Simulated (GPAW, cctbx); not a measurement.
## Reading charge transfer from structure factors

YGa3Fe2, P6/mmm (no. 191), a = 5.3008 Å, b = 5.3008 Å, c = 4.0584 Å, α = 90.00°, β = 90.00°, γ = 120.00°.

| atom | mult. | x | y | z |
| --- | --- | --- | --- | --- |
| Y1 | 1 | 0 | 0 | 0 |
| Ga1 | 3 | 0 | 1/2 | 1/2 |
| Fe1 | 2 | 2/3 | 1/3 | 0 |

The start was made by putting kin elements into a known structure type; the compound need not exist, or be stable, in this form.

Absolute values of the static structure factors of the conventional cell from DFT (PBE, GPAW) against free spherical atoms, in electrons:

```csv
hkl,d (Å),free atoms,crystal
100,4.591,16.79,17.10
001,4.058,3.56,3.06
101,3.041,37.20,37.06
110,2.650,46.55,46.62
200,2.295,83.26,83.03
111,2.219,91.67,91.58
002,2.029,135.07,134.66
201,1.998,59.04,58.86
102,1.856,12.35,12.18
210,1.735,11.85,11.81
```

**Question.** Which way does charge move, and which reflections show it best?

Project each element's phase sum on the total phase. |F| rises if density moves to atoms that scatter in phase and falls if it moves to atoms that scatter against it; the rule is for low angles, since changes of shape take over beyond. Where all elements are in phase the terms compete, and the compactness of the donor's and the acceptor's density matters too.

| hkl | Y in phase | Ga in phase | Fe in phase | change (e) | (%) |
| --- | --- | --- | --- | --- | --- |
| 100 | -1.0 | +1.0 | +1.0 | +0.31 | +1.9 |
| 001 | -1.0 | +3.0 | -2.0 | -0.50 | -14.0 |
| 101 | +1.0 | +1.0 | -1.0 | -0.15 | -0.4 |
| 110 | +1.0 | -1.0 | +2.0 | +0.07 | +0.1 |
| 200 | +1.0 | +3.0 | -1.0 | -0.23 | -0.3 |
| 111 | +1.0 | +1.0 | +2.0 | -0.10 | -0.1 |
| 002 | +1.0 | +3.0 | +2.0 | -0.42 | -0.3 |
| 201 | -1.0 | +3.0 | +1.0 | -0.18 | -0.3 |

Low-angle reflections that set elements apart and change by more than 0.05 e: 100, 001, 101, 110, 200 and 201. The signs fit a gain of density on Fe and a loss on Y and Ga, apart from 201. The best witness is 001, -14.0 %, where Fe enters with -2.0. The real-space density agrees: Voronoi charges Y +0.29, Ga +0.04, Fe -0.21 e. The shortest bond, Ga–Fe, has Δρ = +0.03 e/Å³ at its midpoint. Limits: a ferromagnetic start is the only order tried, and the real ground state may be antiferromagnetic or insulating.

[Outputs are excerpts: Python notices, other lines and further rows are left out; steps that failed or that the build refused (PBEsol, TPSS) are not shown.]

[Logs are printed without paths, hosts, clocks, repeated set-up lines and the standing remarks that a program may print on its own settings, such as how far it seeks lower states.]
